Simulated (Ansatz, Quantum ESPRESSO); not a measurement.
# Lattice dynamics of HfPbO3 (Pm-3m) in two programs, part 2 of 2

How does HfPbO3 (Pm-3m) vibrate, and is this structure a minimum?

Quantum ESPRESSO 7.5; DFT LDA, scalar-relativistic, plane waves, PseudoDojo norm-conserving pseudopotentials.

So far, lowest frequency on the path (cm⁻¹): step 7 (interpolated phonon bands) -177; step 13 (ASR all) -177; step 14 (amass(1) 178.49, amass(2) 207.2, amass(3) 31.998) -125.

### Step 15. A second program (continued)

Transverse modes; imaginary modes left out. Infrared lines, with heights relative to the strongest:

```tsv
position (cm⁻¹)	label	IR intensity ((D/Å)²/amu), degenerate modes summed, relative
109	T2u	0.0
144	T1u	55
596	T1u	100
```

The log warns that the force constants on this k mesh are to be taken as unconverged.

### Step 16. Side by side: QE PseudoDojo and Ansatz, library NC

Worked out from the results:

```
root-mean-square difference             : 0.03 cm⁻¹
largest difference                      : 0.07 cm⁻¹
root-mean-square difference on the path : 0.2 cm⁻¹
largest difference on the path          : 1.1 cm⁻¹
```

The two runs side by side. Further quantities:

```tsv
quantity	QE PseudoDojo	Ansatz, library NC
mean ε∞	6.688	6.642
largest Born charge in size (e; the first before, the second after the charge sum rule)	5.696	5.696
```

The interpolated bands of the two lie on top of each other.

At the solved wavevectors the largest difference (acoustic modes at Γ apart) is 0.008 % of the highest mode.

### Step 17. The same in Ansatz

The same cell goes through another code, with its own cutoff. It uses its own PAW datasets, so the potentials differ. Its k mesh is centred on Γ.

This step: DFT LDA, scalar-relativistic, plane waves, PAW (Ansatz 0.2.0).

input.yaml

```yaml
crystal:
  lattice:
    - [4.0633161858, 0.0, 0.0]
    - [0.0, 4.0633161858, 0.0]
    - [0.0, 0.0, 4.0633161858]
  atoms:
    - { symbol: Hf, position: [0.5, 0.5, 0.5] }
    - { symbol: Pb, position: [0.0, 0.0, 0.0] }
    - { symbol: O, position: [0.0, 0.5, 0.5] }
    - { symbol: O, position: [0.5, 0.0, 0.5] }
    - { symbol: O, position: [0.5, 0.5, 0.0] }
kpoints:
  mp_grid: { grid: [6, 6, 6] }
hamiltonian:
  xc: lda
scf:
  occupations: { method: fixed }
output:
  eigenvalues: true
phonons:
  method: dfpt
  dielectric: true
  rigid_motions: translations
  qmesh: [2, 2, 2]
  temperatures: { t_max: 1000, t_step: 50 }
  qpath:
    path:
      - [[0.0, 0.0, 0.0], [0.0, 0.5, 0.0], [0.5, 0.5, 0.0], [0.0, 0.0, 0.0], [0.5, 0.5, 0.5], [0.0, 0.5, 0.0]]
      - [[0.5, 0.5, 0.5], [0.5, 0.5, 0.0]]
    npoints: 12
```

Started as:

```
ansatz run input.yaml --threads 4 --pin off --max-ram 16384MiB --backend cpu --events-out ev --progress --plain --runs-dir out
```

Run time: 2.1 min. Hardware: 4 threads of Arm Neoverse V2, shared host; peak memory 1.1 GiB.

Numbers from this step:

```
gap on the k-mesh                                                  : 2.381 eV
sum-rule residual before enforcement                               : 1.90e-5 eV/Å²
miss of the charge sum rule                                        : 0.01118 e
estimated error of the dielectric tensor                           : 0.02584
estimated error of the Born charges                                : 0.04557 e
lowest frequency on the path                                       : -190.3 cm⁻¹
share of modes beyond 3i cm⁻¹ on the dense interpolated mesh       : 0.2346
highest optical zone-centre mode (no LO-TO term)                   : 613.2 cm⁻¹
lowest optical zone-centre mode                                    : -130.8 cm⁻¹
mean high-frequency dielectric constant                            : 6.766
largest Born charge in size (third of the trace)                   : 5.746 e
highest mode moved by the LO-TO term                               : 722.7 cm⁻¹
lowest mode on the q mesh (acoustic ones at the zone centre apart) : -190.2 cm⁻¹
```

Transverse modes; imaginary modes left out. Lines of the infrared spectrum (strongest = 100):

```tsv
position (cm⁻¹)	label	IR intensity ((D/Å)²/amu), degenerate modes summed, relative
78	T2u	0.0
134	T1u	39
613	T1u	100
```

The log warns that the force constants on this k mesh are to be taken as unconverged.

### Step 18. The two compared: QE PseudoDojo and Ansatz, PAW

Worked out from the results:

- root-mean-square difference: 12.83 cm⁻¹
- largest difference: 31.02 cm⁻¹
- root-mean-square difference on the path: 13.3 cm⁻¹
- largest difference on the path: 84.8 cm⁻¹

The 12 of 57 modes that differ most. Frequencies side by side:

```tsv
q (reciprocal lattice)	mode	QE PseudoDojo (cm⁻¹)	Ansatz, PAW (cm⁻¹)
0 0 0	7	109.3	78.31
0 0 0	8	109.3	78.31
0 0 0	9	109.3	78.31
0 0 0	13	596.3	613.2
0 0 0	14	596.3	613.2
0 0 0	15	596.3	613.2
0 0 -0.5	6	143.8	125.4
0 0 -0.5	7	143.8	125.4
0 0 -0.5	8	160	141.4
0 0 -0.5	13	591.4	608.9
0 0 -0.5	14	591.4	608.9
0 -0.5 -0.5	13	585.3	603.6
```

The two runs side by side. Further quantities:

```tsv
quantity	QE PseudoDojo	Ansatz, PAW
mean ε∞	6.688	6.766
largest Born charge in size (e; the first before, the second after the charge sum rule)	5.696	5.746
```

At the solved wavevectors the largest difference (acoustic modes at Γ apart) is 4 % of the highest mode (on the interpolated path 10 %), but 28 % of the mode at 109 cm⁻¹ on which it sits.

### Step 19. What came out

- space group after relaxation: Pm-3m
- volume per atom: 13.4 Å³
- gap on the k-mesh: 2.41 eV
- highest optical zone-centre mode (no LO-TO term): 596.3 cm⁻¹
- lowest optical zone-centre mode: -119.8 cm⁻¹
- highest mode moved by the LO-TO term: 706.3 cm⁻¹
- mean high-frequency dielectric constant: 6.69
- largest Born charge in size (third of the trace): 5.70 e
- q mesh: 2×2×2
- lowest mode on the q mesh (acoustic ones at the zone centre apart): -176.7 cm⁻¹
- imaginary modes on the q mesh: yes
- largest difference from Ansatz, library NC: 0.07 cm⁻¹

What this shows: HfPbO3 (Pm-3m) is unstable: a mode solved on the 2×2×2 mesh is imaginary, 177i cm⁻¹; its spectrum reaches 883 cm⁻¹. At the LDA level the optical modes of HfPbO3 (Pm-3m) at the zone centre (no LO-TO term) run from 120i to 596 cm⁻¹, so the structure is a saddle point, with 3 modes beyond 10i cm⁻¹ there. Along the directions run, the highest mode that the macroscopic field moves lies at 706 cm⁻¹. The most unstable solved mode lies at q = (-0.5, -0.5, -0.5), on the zone boundary, so the distortion that it points to doubles the cell. Of the 12 optical modes, 9 are infrared active alone and 3 are silent. QE PseudoDojo and Ansatz, library NC agree to 0.07 cm⁻¹ (0.008 % of the highest mode compared) on all solved modes but the acoustic ones at Γ, without the LO-TO term. QE PseudoDojo and Ansatz, PAW differ by 12.8 cm⁻¹ in the root mean square and by 31.0 cm⁻¹ at most, 3.5 % of the highest mode compared (acoustic modes at Γ left out; ph.x's values are those before the sum rule). Their interpolated bands part by up to 85 cm⁻¹. These are harmonic frequencies at zero temperature: anharmonic shifts and linewidths and thermal expansion are left out. Spin-orbit coupling is left out, which can matter for the heavy elements here. Ansatz's log warns that force constants on this k mesh are to be taken as unconverged, an error that the frequencies of both programs share. The q mesh stands for a supercell only 8.1 Å across, so branches between the solved wavevectors are rough. The structure comes from a database and need not be the phase that is stable at ambient conditions.

[Host names and launcher messages were left out of these logs when they were recorded.]

[Logs are printed without paths, hosts, clocks, repeated set-up lines and the standing remarks that a program may print on its own settings, such as how far it seeks lower states.]

[Hosts, paths, dates, database ids (printed as entryN), source tags and the programs' standing remarks are cut or masked in the printed files.]
